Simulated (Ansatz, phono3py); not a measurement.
# Scattering channels in ZnSe (Stilleite, F-43m), one at a time, part 2 of 5

Wanted: the sensitivity of κ of ZnSe (Stilleite) to the choices of the transport step.

Experimental results on record:
- thermal conductivity 19 W/m/K near room temperature (given in “Combining the AFLOW GIBBS and Elastic Libraries to efficiently and robustly screen thermo-mechanical properties of solids”, 2017, arXiv:1611.05714)

Ansatz 0.2.0 and phono3py 4.10.0; DFT LDA, scalar-relativistic, plane waves, PAW; PAW set soft_1 (the session's first sound run).

So far, κ at 300 K (W/m/K): step 3 (relaxation-time solution) 25.0; step 5 (isotopes none) 27.2.

### 6. Another q-mesh, third order supercell 3×3×3, supercell 6×6×6

Level of this step: DFT LDA, scalar-relativistic, plane waves, PAW; PAW set soft_1; phono3py on Ansatz's force constants (phono3py).

The q-mesh of the transport sums changes, with the same scattering terms.

Input file phono3py.yaml:

```yaml
phono3py:
  version: "4.10.0"
  frequency_unit_conversion_factor: 15.633302
  symmetry_tolerance: 1.00000e-05

physical_unit:
  atomic_mass: "AMU"
  length: "angstrom"

space_group:
  type: "F-43m"
  number: 216
  Hall_symbol: "F -4 2 3"

primitive_matrix:
- [  1.000000000000000,  0.000000000000000,  0.000000000000000 ]
- [  0.000000000000000,  1.000000000000000,  0.000000000000000 ]
- [  0.000000000000000,  0.000000000000000,  1.000000000000000 ]

supercell_matrix:
- [   3,   0,   0 ]
- [   0,   3,   0 ]
- [   0,   0,   3 ]

# [primitive_cell block left out]
unit_cell:
  lattice:
  - [     0.000000000000000,     2.783675540400000,     2.783675540400000 ] # a
  - [     2.783675540400000,     0.000000000000000,     2.783675540400000 ] # b
  - [     2.783675540400000,     2.783675540400000,     0.000000000000000 ] # c
  points:
  - symbol: Zn # 1
    coordinates: [  0.000000000000000,  0.000000000000000,  0.000000000000000 ]
    mass: 65.380000
    reduced_to: 1
  - symbol: Se # 2
    coordinates: [  0.250000000000000,  0.250000000000000,  0.250000000000000 ]
    mass: 78.971000
    reduced_to: 2

# [supercell block left out]
phonon_supercell_matrix:
- [   6,   0,   0 ]
- [   0,   6,   0 ]
- [   0,   0,   6 ]

# [phonon_primitive_cell block left out]
# [phonon_supercell block left out]
nac:
  born_effective_charge:
  - # 1 (Zn)
    - [  1.968590722944593,  0.000000000000000,  0.000000000000000 ]
    - [  0.000000000000000,  1.968590722944592,  0.000000000000000 ]
    - [  0.000000000000000,  0.000000000000000,  1.968590722944592 ]
  - # 2 (Se)
    - [ -1.968590722944593,  0.000000000000000,  0.000000000000000 ]
    - [  0.000000000000000, -1.968590722944592,  0.000000000000000 ]
    - [  0.000000000000000,  0.000000000000000, -1.968590722944592 ]
  dielectric_constant:
    - [  7.507303767595457,  0.000000000000000,  0.000000000000000 ]
    - [  0.000000000000000,  7.507303767595457,  0.000000000000000 ]
    - [  0.000000000000000,  0.000000000000000,  7.507303767595456 ]
  unit_conversion_factor: 14.399645
```

The run is started by

```bash
phono3py phono3py.yaml --mesh 5 5 5 --br --isotope --ts 100 300 600
```

What it wrote:

```text
[banner, memory and clock lines left out]
Rust backend (phonors) using rayon (8 threads).
Running in phono3py.load mode.
Spglib version 2.8.0
----------------------------- General settings -----------------------------
Run mode: conductivity-RTA
HDF5 data compression filter: gzip
Crystal structure was read from "phono3py.yaml".
Supercell (dim): [3 3 3]
Phonon supercell (dim-fc2): [6 6 6]
Primitive matrix:
  [1. 0. 0.]
  [0. 1. 0.]
  [0. 0. 1.]
Spacegroup: F-43m (216)
Use -v option to watch primitive cell, unit cell, and supercell structures.
NAC parameters were read from "phono3py.yaml".
fc3 was read from "fc3.hdf5".
fc2 was read from "fc2.hdf5".
----------------------------- Force constants ------------------------------
Max drift of fc3: -0.00000500 (xzy) -0.00000500 (xzy) -0.00000500 (xyz)
Max drift of fc2: 0.00002100 (yy) 0.00002100 (yy)
--------------------------- Calculation settings ---------------------------
Non-analytical term correction (NAC): True
NAC unit conversion factor:  14.39964
BZ integration: Tetrahedron-method
Temperature:  100.0  300.0  600.0
Cutoff frequency: 0.01
Mesh sampling: [ 5 5 5 ]
Generating grid system ... [ 5 5 5 ]
fc3-r2q-transformation over three atoms: True
--------------------------- Phonon calculations ----------------------------
  PRB 50, 13035(R) (1994), PRB 55, 10355 (1997)
  G-cutoff distance: 1.18, Number of G-points: 307, Lambda: 0.34
Running harmonic phonon calculations...
-------------------- Lattice thermal conductivity (RTA) --------------------
Running heat capacity calculations...
Running velocity calculations...
Running isotope scattering calculations with tetrahedron method...
======================= Grid point 0 (1/10) =======================
q-point: ( 0.00  0.00  0.00)
Boundary mean free path (millimeter): 1000.000
Mass variance parameters: 5.98e-04 4.63e-04
Number of triplets: 10
Frequency     group velocity (x, y, z)     |gv|
   0.006   (   0.000    0.000    0.000)    0.000
   0.006   (  -0.000    0.000    0.000)    0.000
   0.006   (   0.000    0.000    0.000)    0.000
   6.529   (   0.000    0.000   -0.000)    0.000
   6.529   (   0.000    0.000    0.000)    0.000
   6.529   (  -0.000    0.000   -0.000)    0.000
======================= Grid point 1 (2/10) =======================
q-point: ( 0.20  0.00  0.00)
Boundary mean free path (millimeter): 1000.000
Mass variance parameters: 5.98e-04 4.63e-04
Number of triplets: 19
Frequency     group velocity (x, y, z)     |gv|
   1.163   (  -7.911    7.911    7.911)   13.702
   1.163   (  -7.911    7.911    7.911)   13.702
   2.836   ( -23.060   23.060   23.060)   39.941
   6.531   (  -0.115    0.115    0.115)    0.198
   6.531   (  -0.115    0.115    0.115)    0.198
   7.383   (   3.626   -3.626   -3.626)    6.280
[7 grid points left out]
======================= Grid point 40 (10/10) =======================
q-point: ( 0.60  0.40  0.20)
Boundary mean free path (millimeter): 1000.000
Mass variance parameters: 5.98e-04 4.63e-04
Number of triplets: 39
Frequency     group velocity (x, y, z)     |gv|
   2.351   (  -0.000    0.507    6.512)    6.532
   2.739   (  -0.000    8.449    1.651)    8.609
   5.023   (   0.000    2.263   16.802)   16.954
   6.104   (  -0.000   -8.348  -11.869)   14.511
   6.678   (   0.000   -0.091    2.591)    2.593
   7.017   (  -0.000    2.845   -0.481)    2.886
=================== End of collection of collisions ===================
----------- Thermal conductivity (W/m-k) with tetrahedron method -----------
#  T(K)        xx         yy         zz         yz         xz         xy
  100.0      50.157     50.157     50.157      0.000     -0.000     -0.000
  300.0      15.276     15.276     15.276      0.000     -0.000     -0.000
  600.0       7.709      7.709      7.709      0.000     -0.000     -0.000

Thermal conductivity related properties were written into
"kappa-m555.hdf5".
Summary of calculation was written in "phono3py.yaml".
```

Elapsed: 1.8 s, on 8 threads of Arm Neoverse V2, shared host; peak memory 0.1 GiB; 1.8 s of CPU time.

Numbers from this step:

```yaml
kappa_at_300_k: 15.28 W/m/K
kappa_xx_yy_zz_at_300_k: 15.28, 15.28, 15.28 W/m/K
```

W/m/K. Kappa, by row:

| T (K) | xx | yy | zz | yz | xz | xy |
| --- | --- | --- | --- | --- | --- | --- |
| 100 | 50.16 | 50.16 | 50.16 | 0 | 0 | 0 |
| 300 | 15.28 | 15.28 | 15.28 | 0 | 0 | 0 |
| 600 | 7.709 | 7.709 | 7.709 | 0 | 0 | 0 |

This mesh is too coarse for the transport sums: κ at 300 K comes out at 15.3 against 25.0 W/(m K) in the base run.

### 7. Another q-mesh, third order supercell 3×3×3, supercell 6×6×6 (run 2)

The q-mesh of the transport sums changes, with the same scattering terms.

phono3py.yaml is that of step 6.

The run is started by

```bash
phono3py phono3py.yaml --mesh 7 7 7 --br --isotope --ts 100 300 600
```

What it wrote:

```text
[banner, memory and clock lines left out]
Rust backend (phonors) using rayon (8 threads).
Running in phono3py.load mode.
Spglib version 2.8.0
----------------------------- General settings -----------------------------
Run mode: conductivity-RTA
HDF5 data compression filter: gzip
Crystal structure was read from "phono3py.yaml".
Supercell (dim): [3 3 3]
Phonon supercell (dim-fc2): [6 6 6]
Primitive matrix:
  [1. 0. 0.]
  [0. 1. 0.]
  [0. 0. 1.]
Spacegroup: F-43m (216)
Use -v option to watch primitive cell, unit cell, and supercell structures.
[...]
6.695   (   2.781    0.687    0.000)    2.865
   7.039   (  -1.384    1.075    0.000)    1.753
=================== End of collection of collisions ===================
----------- Thermal conductivity (W/m-k) with tetrahedron method -----------
#  T(K)        xx         yy         zz         yz         xz         xy
  100.0      57.299     57.299     57.299      0.000     -0.000     -0.000
  300.0      17.698     17.698     17.698      0.000     -0.000     -0.000
  600.0       9.079      9.079      9.079      0.000     -0.000     -0.000

Thermal conductivity related properties were written into
"kappa-m777.hdf5".
Summary of calculation was written in "phono3py.yaml".
```

Elapsed: 1.8 s, on 8 threads; peak memory 0.1 GiB; 2.3 s of CPU time.

W/m/K. Kappa, by row:

| T (K) | xx | yy | zz | yz | xz | xy |
| --- | --- | --- | --- | --- | --- | --- |
| 100 | 57.3 | 57.3 | 57.3 | 0 | 0 | 0 |
| 300 | 17.7 | 17.7 | 17.7 | 0 | 0 | 0 |
| 600 | 9.079 | 9.079 | 9.079 | 0 | 0 | 0 |

This mesh is too coarse for the transport sums: κ at 300 K comes out at 17.7 against 25.0 W/(m K) in the base run.

### 8. Another q-mesh, third order supercell 3×3×3, supercell 6×6×6 (run 3)

The q-mesh of the transport sums changes, with the same scattering terms.

phono3py.yaml is that of step 7.

The run is started by

```bash
phono3py phono3py.yaml --mesh 9 9 9 --br --isotope --ts 100 300 600
```

What it wrote:

```text
[banner, memory and clock lines left out]
Rust backend (phonors) using rayon (8 threads).
Running in phono3py.load mode.
Spglib version 2.8.0
----------------------------- General settings -----------------------------
Run mode: conductivity-RTA
HDF5 data compression filter: gzip
Crystal structure was read from "phono3py.yaml".
Supercell (dim): [3 3 3]
Phonon supercell (dim-fc2): [6 6 6]
Primitive matrix:
  [1. 0. 0.]
  [0. 1. 0.]
  [0. 0. 1.]
Spacegroup: F-43m (216)
Use -v option to watch primitive cell, unit cell, and supercell structures.
[...]
6.716   (   0.000    0.072    1.997)    1.998
   7.028   (  -0.000    1.682   -0.519)    1.760
=================== End of collection of collisions ===================
----------- Thermal conductivity (W/m-k) with tetrahedron method -----------
#  T(K)        xx         yy         zz         yz         xz         xy
  100.0      63.044     63.044     63.044      0.000     -0.000     -0.000
  300.0      19.531     19.531     19.531      0.000     -0.000     -0.000
  600.0      10.005     10.005     10.005      0.000     -0.000     -0.000

Thermal conductivity related properties were written into
"kappa-m999.hdf5".
Summary of calculation was written in "phono3py.yaml".
```

Wall time 2.1 s (8 threads); peak memory 0.1 GiB; 4.1 s of CPU time.

W/m/K. Kappa, by row:

| T (K) | xx | yy | zz | yz | xz | xy |
| --- | --- | --- | --- | --- | --- | --- |
| 100 | 63.04 | 63.04 | 63.04 | 0 | 0 | 0 |
| 300 | 19.53 | 19.53 | 19.53 | 0 | 0 | 0 |
| 600 | 10 | 10 | 10 | 0 | 0 | 0 |

This mesh is too coarse for the transport sums: κ at 300 K comes out at 19.5 against 25.0 W/(m K) in the base run.

### 9. Another q-mesh, third order supercell 3×3×3, supercell 6×6×6 (run 4)

The q-mesh of the transport sums changes, with the same scattering terms.

phono3py.yaml is that of step 8.

The run is started by

```bash
phono3py phono3py.yaml --mesh 13 13 13 --br --isotope --ts 100 300 600
```

What it wrote:

```text
[banner, memory and clock lines left out]
Rust backend (phonors) using rayon (8 threads).
Running in phono3py.load mode.
Spglib version 2.8.0
----------------------------- General settings -----------------------------
Run mode: conductivity-RTA
HDF5 data compression filter: gzip
Crystal structure was read from "phono3py.yaml".
Supercell (dim): [3 3 3]
Phonon supercell (dim-fc2): [6 6 6]
Primitive matrix:
  [1. 0. 0.]
  [0. 1. 0.]
  [0. 0. 1.]
Spacegroup: F-43m (216)
Use -v option to watch primitive cell, unit cell, and supercell structures.
[...]
6.727   (   0.000    0.085    1.521)    1.524
   7.029   (  -0.000    1.152   -0.459)    1.240
=================== End of collection of collisions ===================
----------- Thermal conductivity (W/m-k) with tetrahedron method -----------
#  T(K)        xx         yy         zz         yz         xz         xy
  100.0      84.975     84.975     84.975      0.000     -0.000     -0.000
  300.0      25.553     25.553     25.553      0.000     -0.000     -0.000
  600.0      12.970     12.970     12.970      0.000     -0.000     -0.000

Thermal conductivity related properties were written into
"kappa-m131313.hdf5".
Summary of calculation was written in "phono3py.yaml".
```

Elapsed: 4.5 s, on 8 threads; peak memory 0.1 GiB.

κ at 300 K goes from 25.0 in the base run to 25.6 W/(m K).

### 10. Another q-mesh, third order supercell 3×3×3, supercell 6×6×6 (run 5)

The q-mesh of the transport sums changes, with the same scattering terms.

phono3py.yaml is that of step 9.

The run is started by

```bash
phono3py phono3py.yaml --mesh 17 17 17 --br --isotope --ts 100 300 600
```

What it wrote:

```text
[banner, memory and clock lines left out]
Rust backend (phonors) using rayon (8 threads).
Running in phono3py.load mode.
Spglib version 2.8.0
----------------------------- General settings -----------------------------
Run mode: conductivity-RTA
HDF5 data compression filter: gzip
Crystal structure was read from "phono3py.yaml".
Supercell (dim): [3 3 3]
Phonon supercell (dim-fc2): [6 6 6]
Primitive matrix:
  [1. 0. 0.]
  [0. 1. 0.]
  [0. 0. 1.]
Spacegroup: F-43m (216)
Use -v option to watch primitive cell, unit cell, and supercell structures.
[...]
6.731   (   0.000    0.081    1.214)    1.217
   7.029   (  -0.000    0.869   -0.392)    0.954
=================== End of collection of collisions ===================
----------- Thermal conductivity (W/m-k) with tetrahedron method -----------
#  T(K)        xx         yy         zz         yz         xz         xy
  100.0      83.662     83.662     83.662      0.000     -0.000     -0.000
  300.0      24.120     24.120     24.120      0.000     -0.000     -0.000
  600.0      12.176     12.176     12.176      0.000     -0.000     -0.000

Thermal conductivity related properties were written into
"kappa-m171717.hdf5".
Summary of calculation was written in "phono3py.yaml".
```

The job ended after 16 s (8 threads; peak memory 0.1 GiB).

κ at 300 K goes from 25.0 in the base run to 24.1 W/(m K).

### 11. Another q-mesh, third order supercell 3×3×3, supercell 6×6×6 (run 6)

The q-mesh of the transport sums changes, with the same scattering terms.

phono3py.yaml is that of step 10.

The run is started by

```bash
phono3py phono3py.yaml --mesh 23 23 23 --br --isotope --ts 100 300 600
```

What it wrote:

```text
[banner, memory and clock lines left out]
Rust backend (phonors) using rayon (8 threads).
Running in phono3py.load mode.
Spglib version 2.8.0
----------------------------- General settings -----------------------------
Run mode: conductivity-RTA
HDF5 data compression filter: gzip
Crystal structure was read from "phono3py.yaml".
Supercell (dim): [3 3 3]
Phonon supercell (dim-fc2): [6 6 6]
Primitive matrix:
  [1. 0. 0.]
  [0. 1. 0.]
  [0. 0. 1.]
Spacegroup: F-43m (216)
Use -v option to watch primitive cell, unit cell, and supercell structures.
[...]
6.734   (   0.999    0.147    0.000)    1.010
   7.030   (  -0.422    0.523    0.000)    0.672
=================== End of collection of collisions ===================
----------- Thermal conductivity (W/m-k) with tetrahedron method -----------
#  T(K)        xx         yy         zz         yz         xz         xy
  100.0      86.881     86.881     86.881      0.000     -0.000     -0.000
  300.0      25.218     25.218     25.218      0.000     -0.000     -0.000
  600.0      12.721     12.721     12.721      0.000     -0.000     -0.000

Thermal conductivity related properties were written into
"kappa-m232323.hdf5".
Summary of calculation was written in "phono3py.yaml".
```

Elapsed: 81 s, on 8 threads; peak memory 0.11 GiB.

W/m/K. Kappa, by row:

| T (K) | xx | yy | zz | yz | xz | xy |
| --- | --- | --- | --- | --- | --- | --- |
| 100 | 86.88 | 86.88 | 86.88 | 0 | 0 | 0 |
| 300 | 25.22 | 25.22 | 25.22 | 0 | 0 | 0 |
| 600 | 12.72 | 12.72 | 12.72 | 0 | 0 | 0 |

κ at 300 K goes from 25.0 in the base run to 25.2 W/(m K).

### 12. Another q-mesh, third order supercell 3×3×3, supercell 6×6×6 (run 7)

The q-mesh of the transport sums changes, with the same scattering terms.

phono3py.yaml is that of step 11.

The run is started by

```bash
phono3py phono3py.yaml --mesh 29 29 29 --br --isotope --ts 100 300 600
```

What it wrote:

```text
[banner, memory and clock lines left out]
Rust backend (phonors) using rayon (8 threads).
Running in phono3py.load mode.
Spglib version 2.8.0
----------------------------- General settings -----------------------------
Run mode: conductivity-RTA
HDF5 data compression filter: gzip
Crystal structure was read from "phono3py.yaml".
Supercell (dim): [3 3 3]
Phonon supercell (dim-fc2): [6 6 6]
Primitive matrix:
  [1. 0. 0.]
  [0. 1. 0.]
  [0. 0. 1.]
Spacegroup: F-43m (216)
Use -v option to watch primitive cell, unit cell, and supercell structures.
[...]
6.736   (   0.000    0.061    0.746)    0.748
   7.029   (  -0.000    0.496   -0.261)    0.561
=================== End of collection of collisions ===================
----------- Thermal conductivity (W/m-k) with tetrahedron method -----------
#  T(K)        xx         yy         zz         yz         xz         xy
  100.0      90.737     90.737     90.737      0.000     -0.000     -0.000
  300.0      26.158     26.158     26.158      0.000     -0.000     -0.000
  600.0      13.180     13.180     13.180      0.000     -0.000     -0.000

Thermal conductivity related properties were written into
"kappa-m292929.hdf5".
Summary of calculation was written in "phono3py.yaml".
```

It took 5.1 min on 8 threads; peak memory 0.14 GiB.

κ at 300 K goes from 25.0 in the base run to 26.2 W/(m K).

### 13. Mesh convergence

This step: DFT LDA, scalar-relativistic, plane waves, PAW; PAW set soft_1 (phono3py 4.10.0).

Series, by row:

| mesh points along each axis | kappa at 100 K (W/m/K) | kappa at 300 K (W/m/K) | kappa at 600 K (W/m/K) | seconds |
| --- | --- | --- | --- | --- |
| 5 | 50.16 | 15.28 | 7.709 | 1.81 |
| 7 | 57.3 | 17.7 | 9.079 | 1.82 |
| 9 | 63.04 | 19.53 | 10 | 2.06 |
| 13 | 84.97 | 25.55 | 12.97 | 4.52 |
| 17 | 83.66 | 24.12 | 12.18 | 15.56 |
| 23 | 86.88 | 25.22 | 12.72 | 80.65 |
| 29 | 90.74 | 26.16 | 13.18 | 305.7 |

(Part 2 of 5 ends here.)

[Logs are printed without paths, hosts, clocks, repeated set-up lines and the standing remarks that a program may print on its own settings, such as how far it seeks lower states.]

[Hosts, paths, dates, database ids (printed as entryN), source tags and the programs' standing remarks are cut or masked in the printed files.]

[A step with changed settings may run another functional than the one named; its input shows which.]
